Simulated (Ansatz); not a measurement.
## SnH5CN2Cl3 (Amm2): G0W0 under other settings

A base run on SnH5CN2Cl3 (Amm2), then changed inputs.

Calculated with Ansatz 0.2.0; G0W0 on PBE, plane waves, PAW; PAW set soft_1.

## Step 1: Starting point

The structure is orthorhombic, space group Amm2 (No. 38). Conventional cell: a = 6.040 Å, b = 7.718 Å, c = 8.308 Å, α = 90.00°, β = 90.00°, γ = 90.00°. Nearest to Sn lie 6 Cl at 2.74 to 3.03 Å. Nearest to H lie 1 N at 1.02 Å. H has 1 N at 1.01 Å nearest. Nearest to H lie 1 C at 1.09 Å. C has 1 H at 1.09 Å and 2 N at 1.31 Å nearest. Nearest to N lie 2 H at 1.01 to 1.02 Å and 1 C at 1.31 Å. Farther neighbours and most contacts between anions are not listed.

Coordinates:

```cif
data_structure
_symmetry_space_group_name_H-M 'Amm2'
_symmetry_Int_Tables_number 38
_cell_length_a 6.0405
_cell_length_b 7.7184
_cell_length_c 8.3078
_cell_angle_alpha 90.000
_cell_angle_beta 90.000
_cell_angle_gamma 90.000
_cell_volume 387.33
loop_
_atom_site_label
_atom_site_type_symbol
_atom_site_symmetry_multiplicity
_atom_site_Wyckoff_symbol
_atom_site_fract_x
_atom_site_fract_y
_atom_site_fract_z
_atom_site_occupancy
Sn1 Sn 2 b 0.50000 0.50000 0.87225 1
H1 H 4 c 0.20550 0.50000 0.22551 1
H2 H 4 c 0.32968 0.50000 0.41618 1
H3 H 2 a 0.00000 0.50000 0.55332 1
C1 C 2 a 0.00000 0.50000 0.42172 1
N1 N 4 c 0.19109 0.50000 0.34758 1
Cl1 Cl 4 e 0.50000 0.75230 0.10351 1
Cl2 Cl 2 a 0.00000 0.50000 0.89395 1
```

The cell and positions are those that the Materials Project relaxed with its own functionals (PBE, PBE+U or r2SCAN), kept fixed.

## Step 2: The base run: 2×2×2 mesh, 155 empty bands, screening to 50 eV, PAW set soft_1 files

Now the one-shot GW correction: screening in the RPA, then the self-energy of the levels asked for. This step takes PAW set soft_1 files.

input.yaml reads:

```yaml
crystal:
  lattice:
    - [6.040487, 0.0, 0.0]
    - [0.0, 3.859191, 4.153885]
    - [0.0, -3.859191, 4.153885]
  atoms:
    - { symbol: Sn, position: [0.5, 0.372251, 0.372251] }
    - { symbol: H, position: [0.205496, 0.725508, 0.725508] }
    - { symbol: H, position: [0.794504, 0.725508, 0.725508] }
    - { symbol: H, position: [0.329683, 0.916176, 0.916176] }
    - { symbol: H, position: [0.670317, 0.916176, 0.916176] }
    - { symbol: H, position: [0.0, 0.053322, 0.053322] }
    - { symbol: C, position: [0.0, 0.921717, 0.921717] }
    - { symbol: "N", position: [0.191086, 0.847581, 0.847581] }
    - { symbol: "N", position: [0.808914, 0.847581, 0.847581] }
    - { symbol: Cl, position: [0.5, 0.855812, 0.351215] }
    - { symbol: Cl, position: [0.5, 0.351215, 0.855812] }
    - { symbol: Cl, position: [0.0, 0.393951, 0.393951] }
kpoints:
  mp_grid: { grid: [2, 2, 2] }
hamiltonian:
  xc: pbe
  pseudopotentials: { kind: paw, azcp: { folder: soft_1 } }
scf:
  occupations: { method: fixed }
gw:
  n_empty_bands: 155
  ecut_chi: 50
  qp_bands: [v4, c4]
  qp_kpoints: band_edges
  screening: { model: contour_deformation }
```

The run is started by

```console
> ansatz run input.yaml --threads 2 --pin off --max-ram 92160MiB --backend cuda --events-out ev --progress --plain --runs-dir out --devices 1 --max-vram 13GiB
```

Numbers of over 12 decimals in the logs are rounded to 6 here.

The log of the run:

```text
GPUs: using 1 of 1 available (devices: 1).
Engine: ansatz 0.2.0, x86_64-unknown-linux-gnu
Pseudopotentials: kind: paw
Pseudopotential: Sn, paw, valence charge 14, recommended cutoff 420 eV (normal), soft_1/Sn.paw.azcp
Pseudopotential: H, paw, valence charge 1, recommended cutoff 420 eV (normal), soft_1/H.paw.azcp
Pseudopotential: C, paw, valence charge 4, recommended cutoff 420 eV (normal), soft_1/C.paw.azcp
Pseudopotential: N, paw, valence charge 5, recommended cutoff 420 eV (normal), soft_1/N.paw.azcp
Pseudopotential: Cl, paw, valence charge 7, recommended cutoff 420 eV (normal), soft_1/Cl.paw.azcp
Functional definition: PBE
  parameter kappa = 0.804
  parameter beta = 0.066725
  exchange = pbe_x(kappa = kappa, mu = beta*pi^2/3)
  correlation = pbe_c(beta = beta)
device memory: the entry about to start is reckoned to put 1.7 GiB on a device that reports 36.8 GiB free (of which the cap on the GPU budget leaves the run 13.0 GiB)
GPU FFT provider: cuFFT
GPU libraries: cuBLAS 13.8.2, cuFFT 12.4.0, cuSOLVER 12.3.4
Crystal: 12 atoms, lattice volume = 193.666 Å³
Basis set: ecut = 420 eV, 3785 PW (Γ)
Bands: 39, of which v1, the nominal top of the filled ones, is band 27 counted from 1 (26 counted from 0)
Symmetry: 4 space group operations
Space group: Amm2 (ITA 38), of the structure as read, at distance tolerance 5.8e-5 Å
k-points: 6 of 8
Non-local potential: Sn, projectors of the file, l = 0: 2, l = 1: 2, l = 2: 2, l = 3: 1
Non-local potential: H, projectors of the file, l = 0: 2, l = 1: 1
Non-local potential: C, projectors of the file, l = 0: 2, l = 1: 2, l = 2: 1
Non-local potential: N, projectors of the file, l = 0: 2, l = 1: 2, l = 2: 1
Non-local potential: Cl, projectors of the file, l = 0: 2, l = 1: 2, l = 2: 1
PAW form: soft (Blöchl's): semilocal exchange-correlation on the pseudo side does not see the compensation charge
PAW one-centre angular grid: Sn, 590 points (default); XC on 64 Gauss nodes
PAW one-centre angular grid: H, 110 points (default); XC on 64 Gauss nodes
PAW one-centre angular grid: C, 110 points (default); XC on 64 Gauss nodes
PAW one-centre angular grid: N, 110 points (default); XC on 64 Gauss nodes
PAW one-centre angular grid: Cl, 110 points (default); XC on 64 Gauss nodes
Initial density: superposition of atomic densities (chi_scale 0.1, normalization cell), built separately for each of the 2 bonded fragments (scf.initial_density.interfragment_charge_transfer: auto; true builds it for the cell as a whole; a typed value also counts as a typed key of the start: scf.initial_density.chi_scale says what that changes, if anything)
Initial wavefunctions: pseudopotential atomic-orbital guess
GPU buffer pool allocated for 72000 grid points (all kernels)
[...]
NSCF: frozen V_eff on 1 k-points
device memory: the entry about to start is reckoned to put 0.7 GiB on a device that reports 37.3 GiB free (of which the cap on the GPU budget leaves the run 13.0 GiB)
NSCF: frozen V_eff on 1 k-points
SCF converged after 9 iterations
Free energy (F): -10366.961973 eV
Harris-Foulkes:  -10366.961973 eV  (|F-HF|=2.08e-8)
Internal energy: -10366.961973 eV  (E = F + TS)
E sigma→0 (E₀):  -10366.961973 eV
Fermi energy:    2.726207 eV
--- Per-component energies (eV) ---
  E_band       = -412.269816
  E_kinetic    = 1038.467940
  E_local      = -3361.057209  (includes V_loc(G=0)·N_el)
  E_nonlocal   = 336.045655
  E_hartree    = 1323.349533
  E_xc         = -654.927117
  E_vxc        = -689.896928  (∫ρ·V_xc dr)
  E_paw        = -6705.472996  (= ΣΔE_a)
  E_vpaw       = -382.525205  (= ΣTr[D̂ρ^β])
  E_aug_tail   = -0.002679  (compensation charges beyond the density's cutoff)
  E_ewald      = -2343.365099
  E_smearing   = -0.000000  (= −TS)
  E_closure    = -0.000000  (closes the sum)
  Σ components = -10366.961973   (vs F -10366.961973, Δ=0.00e0)
--- Band table (eV; the first three rows and the last of 6) ---
  k-point 0: bands = [... 23 lower, 0.1023, 0.3613, 0.6110, 0.8246, 5.4829, 6.4660, 7.0798, 7.7506, ... 8 higher]
  k-point 1: bands = [... 23 lower, 0.5001, 0.5245, 0.7341, 1.0974, 4.9894, 5.5191, 6.6668, 7.3848, ... 8 higher]
  k-point 2: bands = [... 23 lower, 0.4163, 0.6277, 0.6805, 2.0850, 4.4968, 4.5121, 5.6514, 6.2296, ... 8 higher]
  k-point 5: bands = [... 23 lower, 0.3208, 0.7376, 0.9153, 2.7262, 3.9796, 4.3052, 4.3741, 5.7031, ... 8 higher]
--- G₀W₀: contour deformation, 6 samples at zero and on the imaginary axis and 1 off it, 8 q-points, 155 empty bands' worth ---
  eigenvalues of the whole cell's RPA ε∞ on this k-mesh (on a slab, of 1 + 4πα/V) = 8.6557, 10.0377, 10.2999; static W/v taken at q = 0 is 0.103847
  gw.qp_kpoints: band_edges: 6 of 6 stored k-points solved, in 1 pass; an edge of the gap read off the rows below is read off those points alone
    ik  band        ε_KS         Σx   Σc(E_QP)       V_xc       Z   E_QP_lin       E_QP  E_QP is
     0    24      0.1023   -20.4587     3.7268   -16.1036  0.7059    -0.5472    -0.5260  root
     0    25      0.3613   -20.4727     3.6941   -16.1872  0.7008    -0.2483    -0.2300  root
     0    26      0.6110   -20.0854     3.7872   -15.6148  0.6967    -0.0990    -0.0724  root
     0    27      0.8246   -20.4398     3.8966   -15.8516  0.6959     0.1056     0.1329  root
     0    28      5.4829    -8.7389    -3.8650   -14.2393  0.7498     7.1898     7.1182  root
     0    29      6.4660    -5.6518    -3.9473   -10.2420  0.7677     7.1282     7.1088  root
     0    30      7.0798    -9.4317    -4.1372   -14.3275  0.6977     7.8767     7.8383  root
     0    31      7.7506    -7.6516    -4.0727   -12.3950  0.7199     8.4462     8.4214  root
[...]
5    28      3.9796    -6.9387    -3.5213   -10.9846  0.7525     4.5159     4.5041  root
     5    29      4.3052    -7.6237    -3.6339   -11.8742  0.7508     4.9396     4.9218  root
     5    30      4.3741    -7.4015    -3.6332   -11.6396  0.7497     4.9959     4.9789  root
     5    31      5.7031    -9.3505    -4.0468   -15.2533  0.7446     7.6486     7.5592  root
```

The job ended after 9 s (1 × NVIDIA H100 80GB HBM3 (shared by 6 runs) with 2 threads of AMD EPYC 7R13 (Zen 3), shared host; peak memory 1.2 GiB).

Numbers from this step:

```
bands summed                                 : 182
RPA ε∞ on this mesh (eigenvalues)            : 8.656, 10.04, 10.30
plane waves in the screening matrix          : 163
q-points in the mesh                         : 8
G0W0 gap on the mesh                         : 1.946 eV
k of the valence top                         : -0.5, -0.5, -0.5
k of the conduction bottom                   : -0.5, -0.5, -0.5
starting gap on the mesh                     : 1.253 eV
Z at the valence top                         : 0.7343
Z at the conduction bottom                   : 0.7525
least direct G0W0 gap on the computed points : 1.946 eV
```

The gap on the mesh goes from 1.25 eV to 1.95 eV, a correction of +0.69 eV. Between the two edge states, bare exchange in place of the xc potential would open the gap by 6.17 eV, and correlation takes back 5.48 eV.

## Step 3: Variant: no symmetry

input.yaml: that of step 2 with these lines changed.

```diff
@@ -18,2 +18,3 @@
     - { symbol: Cl, position: [0.0, 0.393951, 0.393951] }
+  symmetry: { detect: false }
 kpoints:
@@ -26,4 +27,4 @@
 gw:
-  n_empty_bands: 155
-  ecut_chi: 50
+  n_empty_bands: 204
+  ecut_chi: 60
   qp_bands: [v4, c4]
```

The log of the run:

```text
GPUs: using 1 of 1 available (devices: 1).
[...]
GPU FFT provider: cuFFT
GPU libraries: cuBLAS 13.8.2, cuFFT 12.4.0, cuSOLVER 12.3.4
Crystal: 12 atoms, lattice volume = 193.666 Å³
Basis set: ecut = 420 eV, 3785 PW (Γ)
Bands: 39, of which v1, the nominal top of the filled ones, is band 27 counted from 1 (26 counted from 0)
Symmetry: 1 space group operations
k-points: 8
[...]
GPU buffer pool allocated for 72000 grid points (all kernels)
[...]
SCF iter   1: F=—  HF=-10369.682738 eV  |F-HF|=—  |Δ(HF+E_count)|=         —  Δρ=7.28e-2  dr2=8.74e0  ethr=3.10e-3  ⟨swp⟩=5.0  Hψ=1202  notcnv=0  defer=74
[...]
SCF iter  10: F=-10366.961973 eV  HF=-10366.961973 eV  |F-HF|=2.18e-8  |Δ(HF+E_count)|=   2.64e-7  Δρ=2.33e-6  dr2=1.24e-8  ethr=1.85e-10  ⟨swp⟩=14.8  Hψ=1998  notcnv=0
SCF 1 converged in 10 iterations: F = -10366.961973 eV  dr2 = 1.24e-8
[...]
NSCF: frozen V_eff on 8 k-points
[...]
G₀W₀ screening: q 1/8
[... further progress lines ...]
[...]
SCF converged after 10 iterations
Free energy (F): -10366.961973 eV
[...]
Internal energy: -10366.961973 eV  (E = F + TS)
E sigma→0 (E₀):  -10366.961973 eV
Fermi energy:    2.726198 eV
[...]
--- Band table (eV; the first three rows and the last of 8) ---
  k-point 0: bands = [... 23 lower, 0.1023, 0.3613, 0.6110, 0.8246, 5.4829, 6.4659, 7.0797, 7.7505, ... 8 higher]
  k-point 1: bands = [... 23 lower, 0.5001, 0.5245, 0.7341, 1.0974, 4.9894, 5.5191, 6.6667, 7.3848, ... 8 higher]
  k-point 2: bands = [... 23 lower, 0.5001, 0.5245, 0.7341, 1.0974, 4.9894, 5.5191, 6.6667, 7.3848, ... 8 higher]
  k-point 7: bands = [... 23 lower, 0.3208, 0.7376, 0.9153, 2.7262, 3.9796, 4.3052, 4.3740, 5.7032, ... 8 higher]
[...]
0    24      0.1023   -20.4587     3.6636   -16.1036  0.7041    -0.6150    -0.5891  root
     0    25      0.3613   -20.4727     3.6401   -16.1872  0.6986    -0.3064    -0.2840  root
     0    26      0.6110   -20.0854     3.7333   -15.6147  0.6950    -0.1583    -0.1263  root
     0    27      0.8246   -20.4398     3.8370   -15.8515  0.6943     0.0399     0.0734  root
     0    28      5.4829    -8.7389    -3.9551   -14.2393  0.7472     7.0963     7.0281  root
     0    29      6.4659    -5.6518    -3.9913   -10.2420  0.7666     7.0811     7.0648  root
     0    30      7.0797    -9.4317    -4.2136   -14.3275  0.6975     7.7915     7.7619  root
     0    31      7.7505    -7.6515    -4.1504   -12.3950  0.7193     8.3637     8.3437  root
[...]
7    28      3.9796    -6.9388    -3.5829   -10.9846  0.7520     4.4514     4.4425  root
     7    29      4.3052    -7.6237    -3.7071   -11.8742  0.7500     4.8618     4.8486  root
     7    30      4.3740    -7.4015    -3.7047   -11.6396  0.7488     4.9201     4.9075  root
     7    31      5.7032    -9.3504    -4.1440   -15.2533  0.7418     7.5470     7.4621  root
```

Wall time 12 s (1 × NVIDIA H100 80GB HBM3 (shared by 6 runs) with 2 threads); peak memory 1.2 GiB; 10 s of CPU time.

The G0W0 gap on the mesh is 1.999 eV.

Against the base:

| setting | base | variant |
| --- | --- | --- |
| empty bands | 155 | 204 |
| screening cutoff (eV) | 50 | 60 |
| symmetry detection | - | false |

```csv
quantity,variant,base
starting gap on the mesh,1.253,1.253
G0W0 gap on the mesh,1.999,1.946
least direct G0W0 gap on the computed points,1.999,1.946
Z at the valence top,0.733,0.734
Z at the conduction bottom,0.752,0.752
```

## Step 4: Results

| Quantity | Value |
| --- | --- |
| base | 1.95 eV, 9 s |
| no symmetry | 2.00 eV, 12 s |

In words: No symmetry: the gap moves by +0.05 eV. The variant differs from the base in empty bands, screening cutoff and symmetry detection together, so the change can't be laid to one of them. Symmetry itself changes the cost, not the physics. All runs here use a coarse mesh and modest cutoffs; they test settings and are not final values. The 2×2×2 mesh is coarse for this cell (its supercell is 11 Å along the shortest edge). The RPA ε∞ on it, from the PBE start, is 8.66, 10.04 and 10.30; such meshes misread the long-range screening, most where the gap is narrow. The many-body steps are scalar-relativistic: spin-orbit coupling is not in them.

[Paths, hosts, dates, memory and timing lines, banners, echoed tables and standing remarks are left out of the program output.]

[Logs are printed without paths, hosts, clocks, repeated set-up lines and the standing remarks that a program may print on its own settings, such as how far it seeks lower states.]

[Runs of the session that timed out or met a known fault of the program may be left out.]

[Cells called generated may have been cut or substituted from an entry of the Crystallography Open Database or the Materials Project.]

[Hosts, paths, dates, database ids (printed as entryN), source tags and the programs' standing remarks are cut or masked in the printed files.]
